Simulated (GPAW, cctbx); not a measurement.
# Bonding in Ga3BAs4 as X-rays see it

Question: by how much does bonding change the structure factors of Ga3BAs4?

The cell is our own: ordered zincblende alloy in the eight-atom cube, 1 of 4 Ga sites given to B. All numbers below are calculated.

## Step 1: Relax the structure

The density hangs on the geometry, so cell and atoms are relaxed first, with the symmetry held. The cutoff is set higher than for the density because stress converges slowly with plane waves.

Settings: GPAW 26.7.0, PBE, 650 eV, 4×4×4 k-points, Fermi–Dirac width 0.02 eV, BFGS to 0.02 eV/Å.

```text
cell
1.0
     5.517500000    0.000000000    0.000000000
     0.000000000    5.517500000    0.000000000
     0.000000000    0.000000000    5.517500000
B As Ga
1 4 3
Direct
0.000000000 0.000000000 0.000000000
0.250000000 0.250000000 0.250000000
0.250000000 0.750000000 0.750000000
0.750000000 0.250000000 0.750000000
0.750000000 0.750000000 0.250000000
0.000000000 0.500000000 0.500000000
0.500000000 0.000000000 0.500000000
0.500000000 0.500000000 0.000000000
```

```console
$ OMP_NUM_THREADS=1 mpirun -n 4 gpaw python run.py > gpaw.log
```

```text
BFGS:    0      -34.147737        2.356398
BFGS:    1      -34.450397        2.043735
BFGS:    2      -35.222923        0.441101
BFGS:    3      -35.253623        0.064557
BFGS:    4      -35.254392        0.042112
BFGS:    5      -35.254472        0.039328
BFGS:    6      -35.254954        0.017509
cell  5.5299 5.5299 5.5299  90.00 90.00 90.00
volume 169.106 A^3, largest force 0.010 eV/A, largest stress 0.04 GPa
```

After 6 steps the volume has changed by +0.7 % and the energy by -1.107 eV; the largest stress left is 0.04 GPa. It took 2.2 min on 4 cores of Arm Neoverse N1 (shared host), peak memory 0.97 GiB.

Relaxed structure: P-43m (no. 215), a = 5.5299 Å, b = 5.5299 Å, c = 5.5299 Å, α = 90.00°, β = 90.00°, γ = 90.00°.

| atom | mult. | x | y | z |
| --- | --- | --- | --- | --- |
| As1 | 4 | 0.2269 | 0.2269 | 0.2269 |
| Ga1 | 3 | 0 | 1/2 | 1/2 |
| B1 | 1 | 0 | 0 | 0 |

## Step 2: The all-electron density

X-rays see the whole electron density, so the PAW density is rebuilt with its core regions. Subtracting spherical free atoms from the same code cancels the cores and leaves the deformation density Δρ, the part due to bonding.

Settings: PBE, 600 eV, 4×4×4 k-points, Fermi–Dirac width 0.02 eV; primitive cell of 8 atoms.

```console
$ OMP_NUM_THREADS=1 mpirun -n 4 gpaw python run.py > gpaw.log
```

```text
|iter:   1|       0s |  -35.712104 | -0.53 |       |
|iter:   2|       1s |  -35.603213 | -2.33 | -0.89 |
|iter:   3|       2s |  -35.294332 | -2.13 | -0.92 |
...
|iter:   7|       7s |  -35.252320c| -6.04 | -3.13 |
|iter:   8|       8s |  -35.252324c| -7.10 | -3.63 |
|iter:   9|       9s |  -35.252324c| -8.19c| -4.27c|
```

```text
grid (64, 64, 64)  electrons 230.000  moved by bonding 1.841 e
deformation density beyond 0.5 A of the nuclei: max 0.162, min -0.065 e/A^3
atom        x       y       z   Voronoi charge  moment
As1    0.2269  0.2269  0.2269     -0.073       0.00
As2    0.2269  0.7731  0.7731     -0.073       0.00
As3    0.7731  0.2269  0.7731     -0.073       0.00
As4    0.7731  0.7731  0.2269     -0.073       0.00
Ga5    0.0000  0.5000  0.5000      0.125       0.00
Ga6    0.5000  0.0000  0.5000      0.125       0.00
Ga7    0.5000  0.5000  0.0000      0.125       0.00
B 8    0.0000  0.0000  0.0000     -0.083       0.00
mean inner potential of superposed free atoms 15.167 V
total magnetic moment 0.000 muB
```

Deformation density in a plane through the shortest contact of the As atom at the origin, in 0.01 e/Å³ (clipped at ±99); x from -1.6 to 3.8 Å, y from 2.4 down to -2.4 Å:

```text
 -5   .   .  -3  -5  -3  -2  -2  -2  -2  -1  -1  -1  -1  -1  -2
 -5   .   .  -4  -3  -2  -2  -2  -2  -2  -2  -2  -2  -2  -2  -2
 -4  -5  -5   0   3   2   0  -1  -2  -2  -2  -1  -1  -2  -2  -2
 -2   0   6  11  10   5   0  -1  -1  -2  -2  -1   0  -1  -1  -2
 -1   2   7  11   8   1  -1   1   1  -3  -5  -2   1   0  -1  -2
 -1   0   0  -1   .   .  -3   7   9   1   .   .  -2  -2  -2  -2
 -2  -2  -4  -4   .   .  -4  12  16   8   .   .  -5  -5  -2  -2
 -1  -1  -1  -3   .   .  -3   7   9   2   .   .   2   0  -1  -2
 -1   0   2   2  -1  -4  -3   0   2   1   5  13  13   6   0  -1
 -1   0   1   1   0  -2  -3  -2  -1   1   6  12  10   3  -1   0
 -1  -1  -1   0  -1  -2  -2  -2  -2  -2  -1  -2  -4  -4  -2   5
 -2  -1  -1  -1  -1  -1  -2  -2  -2  -3  -4  -4   .   .  -3  10
 -2  -2  -1  -1  -2  -2  -2  -2  -2  -1  -1  -2   .   .  -2   9
```

Atoms in or within 0.15 Å of the plane: As (0.0, 0.0), As (2.9, -2.0), Ga (-1.0, 2.3), B (2.2, 0.0) Å. Dots mark points within about 0.45 Å of a nucleus; large values next to them are atomic features.

B gains most (-0.08 e) and Ga loses most (+0.12 e), which isn't the order of electronegativity: valence and coordination count too, and Voronoi cells cut space at the midplane whatever the atoms' sizes. Such charges fall far short of formal ones, since overlapping free atoms already put density on their neighbours. Along the shortest contact from the As atom at the map's origin, As–B at 2.17 Å, Δρ is +0.16 e/Å³ at the midpoint: a bond charge, the mark of covalency. At the midpoints of other shortest contacts it is +0.12 (As–Ga, 2.48 Å) e/Å³. Point values carry grid noise of about 0.01 e/Å³. The run needed 9 iterations, 20 s.

## Step 3: From the density to structure factors

The Fourier components of Δρ, added to those of the free atoms, give the static X-ray structure factors; the Mott–Bethe relation turns them into the Fourier components V of the potential that fast electrons feel.

```text
static structure factors of the conventional cell: F in electrons, V (Mott-Bethe) in volts
   h  k  l      d  |F| table  |F| free   |F| DFT   change   |V| free  |V| DFT  change %
   0  1  0  5.5299     6.978     6.996     6.880   -0.116     0.066    0.031    -53.7
   0  1  1  3.9102    21.533    21.560    21.525   -0.036     0.697    0.711      2.1
   1  1  1  3.1927   136.722   136.825   137.513    0.689     6.779    6.589     -2.8
   0  2  0  2.7649    23.684    23.767    23.951    0.184     0.977    0.939     -3.9
   0  2  1  2.4730    36.660    36.631    36.489   -0.142     1.269    1.292      1.9
   1  2  1  2.2576    37.057    37.016    36.782   -0.235     1.362    1.391      2.1
   0  2  2  1.9551   160.064   159.690   159.383   -0.306     6.165    6.197      0.5
   1  2  2  1.8433    10.917    10.845    10.777   -0.068     0.289    0.298      3.2
   0  3  0  1.8433    60.262    60.086    59.879   -0.207     1.986    2.005      1.0
   0  3  1  1.7487    25.576    25.451    25.427   -0.024     0.712    0.714      0.3
   1  3  1  1.6673   104.096   103.746   103.289   -0.457     3.639    3.673      0.9
   2  2  2  1.5963    13.623    13.734    13.761    0.027     0.322    0.323      0.3
   0  3  2  1.5337    16.670    16.682    16.628   -0.054     0.679    0.682      0.5
   1  3  2  1.4779    25.843    25.744    25.769    0.025     0.761    0.760     -0.1
```

The largest X-ray change is +0.69 e on 111, 0.5 % of |F|. For electrons V goes as (Z − F)/g², so a change of F counts against Z − F, which is small at low angle and wherever the atoms' terms cancel: |V| of 020 moves by -3.9 % (0.98 to 0.94 V) against +0.8 % in |F|. The tabulated Hartree–Fock atoms differ from the free DFT atoms by up to 0.37 e, so the choice of reference atom matters too.

## Step 4: Answer

Bonding moves 1.84 e in the primitive cell of Ga3BAs4 and changes the structure factors of the conventional cell in the table above by at most 0.69 e (111, 0.5 %), and among reflections above 2 % of the strongest by up to 1.7 % (010). The shortest bond, As–B, has Δρ = +0.16 e/Å³ at its midpoint, a covalent bond charge. Limits: static density, frozen cores, no spin–orbit coupling.

[Outputs are excerpts: Python notices, other lines and further rows are left out; steps that failed or that the build refused (PBEsol, TPSS) are not shown.]

[Logs are printed without paths, hosts, clocks, repeated set-up lines and the standing remarks that a program may print on its own settings, such as how far it seeks lower states.]
